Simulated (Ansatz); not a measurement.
# RbSbS3 in P4_2/mmc, a phase reached by a soft mode: a soft mode frozen in, part 3 of 3

Wanted: the energy along a soft mode of RbSbS3 in P4_2/mmc, a phase reached by a soft mode and the structure at the end.

Ansatz 0.2.0; DFT PBEsol, scalar-relativistic, plane waves, PAW; PAW set soft_1.

So far. Step 5 (Energy along the mode, all amplitudes (two of the runs …): The lowest of the steps tried is at 0.32 Å, 3.42 meV/atom below the parent; the bottom of the well need not coincide with a step. Step 7 (The new phase in its own primitive cell): The largest force component left is 0.35 meV/Å and the pressure is 0.001 GPa, within the tolerances set. The cell now holds 27.66 Å³/atom. The relaxed cell has a, b, c = 3.863, 7.761, 9.226 Å (conventional setting).

The structure was built from a prototype and need not be the compound's stable phase.

**8. Modes of the new phase**

A relaxed structure may still be a saddle point, so its zone-centre modes are computed. No field response is asked, since the mesh shows no gap.

input.yaml reads:

```yaml
crystal:
  lattice:
    - [3.8628366447, 0.0, 0.0]
    - [0.0, 3.8807253106, 4.6131835866]
    - [0.0, -3.8807253106, 4.6131835866]
  atoms:
    - { symbol: Rb, position: [0.0, 0.0016795367, 0.0016795367] }
    - { symbol: Sb, position: [0.5, 0.4034542579, 0.4034542579] }
    - { symbol: S, position: [0.0, 0.5747103374, 0.5747103374] }
    - { symbol: S, position: [0.5, 0.5166177267, 0.0211379763] }
    - { symbol: S, position: [0.5, 0.0211379763, 0.5166177267] }
kpoints:
  mp_grid: { grid: [10, 6, 6] }
hamiltonian:
  xc: pbesol
  pseudopotentials: { kind: paw, azcp: { folder: soft_1 }, xc_functional: pbe }
scf:
  occupations: { method: methfessel_paxton, width: 0.2 }
output:
  eigenvalues: true
phonons:
  method: dfpt
```

The run is started by

```sh
ansatz run input.yaml --threads 8 --pin off --max-ram 16384MiB --backend cpu --events-out ev --progress --plain --runs-dir out
```

Numbers of over 12 decimals in the logs are rounded to 6 here.

What it wrote:

```text
[...]
Crystal: 5 atoms, lattice volume = 138.309 Å³
Basis set: ecut = 420 eV, 2687 PW (Γ), exchange–correlation on 54×90×90 points (8 copies of the dense FFT grid, shifted against one another)
Bands: 26, of which v1, the nominal top of the filled ones, is band 21 counted from 1 (20 counted from 0)
Symmetry: 4 space group operations
k-points: 120 of 360 (irreducible under 2 space group operations, time reversal used)
[...]
SCF iter   1: F=—  HF=-12283.773907 eV  |F-HF|=—  |Δ(HF+E_count)|=         —  Δρ=3.55e-2  dr2=4.41e0  ethr=3.10e-3  ⟨swp⟩=6.4  Hψ=16035  notcnv=0
[...]
SCF iter  12: F=-12281.978030 eV  HF=-12281.978030 eV  |F-HF|=7.28e-12  |Δ(HF+E_count)|=  1.82e-11  S|Δr|=    0.00e0  Δρ=2.47e-8  dr2=9.19e-13  ethr=1.00e-12  ⟨swp⟩=14.9  Hψ=21754  notcnv=0
SCF 1 converged in 12 iterations: F = -12281.978030 eV  dr2 = 9.19e-13
[...]
SCF converged after 12 iterations
[...]
Free energy (F): -12281.978030 eV
[...]
Internal energy: -12281.983040 eV  (E = F + TS)
E sigma→0 (E₀):  -12281.979283 eV
Entropy (-TS):   0.005010 eV (1.002 meV/atom)
Fermi energy:    5.114960 eV
[...]
--- Band table (eV; the first three rows and the last of 120) ---
  k-point 0: bands = [... 17 lower, 4.1153, 4.7937, 4.8717, 4.9822, 5.0106, 7.7841, 8.2729, 8.5827, ... 1 higher]
  k-point 1: bands = [... 17 lower, 4.1104, 4.5816, 4.8293, 5.0447, 5.2673, 7.9689, 8.4329, 8.8395, ... 1 higher]
  k-point 2: bands = [... 17 lower, 3.9641, 4.5232, 4.6174, 5.0361, 5.6252, 8.3412, 8.7418, 9.4282, ... 1 higher]
  k-point 119: bands = [... 17 lower, 3.9041, 4.3977, 4.5672, 4.8039, 5.5405, 7.3036, 7.8723, 9.9546, ... 1 higher]
[...]
ASR residual: 1.427e-4 → 0.000e0 eV/Å²; symmetrization residual: 3.018e-6 eV/Å²
  ASR residual per site (eV/Å²): 1.43e-4 1.88e-5 1.54e-5 1.11e-5 1.11e-5
  Γ frequencies (cm⁻¹): -41.99 0.00 0.00 0.00 44.17 44.25 63.74 65.30 77.94 133.01 149.45 199.60 300.77 385.47 399.42
[...]
```

Wall time 60 s (8 threads of Arm Neoverse V2, shared host); peak memory 1.6 GiB.

Numbers from this step:

```yaml
sum_rule_residual_before_enforcement: 1.43e-4 eV/Å²
point_group: mm2
highest_optical_mode_at_the_zone_centre_no_lo_to_term: 399.4 cm⁻¹
lowest_optical_zone_centre_mode: -41.99 cm⁻¹
```

Patterns of degenerate modes are one choice out of their space. The modes at Γ (shares of kinetic energy by element, %) (negative means imaginary):

```
mode  frequency (cm⁻¹)  symmetry  Rb %  Sb %  S %
   1             -42.0        B2    13     1   86
   2               0.0  acoustic    28    40   32
   3               0.0  acoustic    28    40   32
   4               0.0  acoustic    28    40   32
   5              44.2        B1    44    33   22
   6              44.2        A2     0     0  100
   7              63.7        A1    71    20   10
   8              65.3        B2    59    15   26
   9              77.9        B1    27     1   72
  10             133.0        B2     0    16   84
  11             149.4        A1     1    10   89
  12             199.6        B1     0    26   74
  13             300.8        A1     0    14   86
  14             385.5        A1     0    17   83
  15             399.4        B2     0    28   72
```

Displacements in mode 1 (-42.0 cm⁻¹), the largest set to 1:
```
Rb1  0.00 -0.29  0.00
Sb2  0.00  0.07  0.00
S3   0.00  1.00  0.00
S4   0.00 -0.24 -0.44
S5   0.00 -0.24  0.44
```

Displacements in mode 8 (65.3 cm⁻¹), the largest set to 1:
```
Rb1  0.00  1.00  0.00
Sb2  0.00 -0.43  0.00
S3   0.00  0.27  0.00
S4   0.00 -0.66 -0.34
S5   0.00 -0.66  0.34
```

Before it was imposed, the acoustic sum rule was missed by 1.4e-4 eV/Å². Small misses are needed for a sound result but don't prove that mesh and cutoff are converged. The lowest optical mode is imaginary, 42.0i cm⁻¹, so the energy falls along it.

**9. The phases reached**

The phases reached along the modes that were followed are set side by side.

Energies are those of the first relaxation, on the mesh of the frozen mode; space group, volume and gap are those of the last relaxation. Phases, by row:

```
         mode frozen in  space group  energy from parent (meV/atom)  volume (Å³/atom)  gap on mesh (eV)  lowest zone-centre optical mode (cm⁻¹)  largest shift (Å)
                 parent     P4_2/mmc                              0             25.98                 0                                       –                  –
q = (0, 0, 0), 54i cm⁻¹         Pmm2                         -103.4             28.08                 0                                    27.5              0.593
q = (0, 0, 0), 54i cm⁻¹         Amm2                         -94.64             27.66                 0                                     -42              0.922
```

**10. Summary of results**

```yaml
unstable_mode_of_the_parent: q = (0, 0, 0), 54i cm⁻¹
depth_at_the_lowest_point_sampled: 3.42 meV/atom
largest_atomic_shift_at_that_point: 0.32 Å
space_group_reached_within_0p01_a: Amm2
energy_gained_over_the_parent_first_relaxation_on_the_mesh_of_the_frozen_mode: 94.6 meV/atom
volume_per_atom_phase_reached: 27.7 Å³
lowest_optical_zone_centre_mode_phase_reached: -42.0 cm⁻¹
highest_optical_mode_at_the_zone_centre_no_lo_to_term_phase_reached: 399 cm⁻¹
```

In words: From this start the structure relaxes into Amm2, 94.6 meV/atom below the parent. At the parent's cell the well is 3.418 meV/atom deep on the steps tried, with its lowest point at a shift of 0.32 Å. Relaxing atoms and cell changes the gain by +91.22 meV/atom against the lowest step (energies at zero smearing). Most of the total comes from this relaxation. The frozen pattern makes up only 13 % of the final shifts of the atoms, so other modes or strain give most of the change. The new phase still has an imaginary mode at the zone centre of its cell, so it is a saddle point on the way to a lower structure. Of the 2 patterns followed to their end from this parent, this one ends 8.79 meV/atom above the lowest, Pmm2. Each path keeps the symmetry of its pattern, so a lower phase may lie along a pattern not tried. With no gap, or one that is small against the smearing, the frequencies hang on the k mesh and the smearing, most of all near Kohn anomalies. A semilocal functional can close a gap that the real compound would have, so the metallic treatment may be an artefact of the level. Spin-orbit coupling is left out, which can matter for the heavy elements here. The PAW files were made for PBE and serve the other functionals too. The starting cell was built on a prototype and not taken from a measurement, so the phase need not exist.

[Logs are printed without paths, hosts, clocks, repeated set-up lines and the standing remarks that a program may print on its own settings, such as how far it seeks lower states.]

[Hosts, paths, dates, database ids (printed as entryN), source tags and the programs' standing remarks are cut or masked in the printed files.]
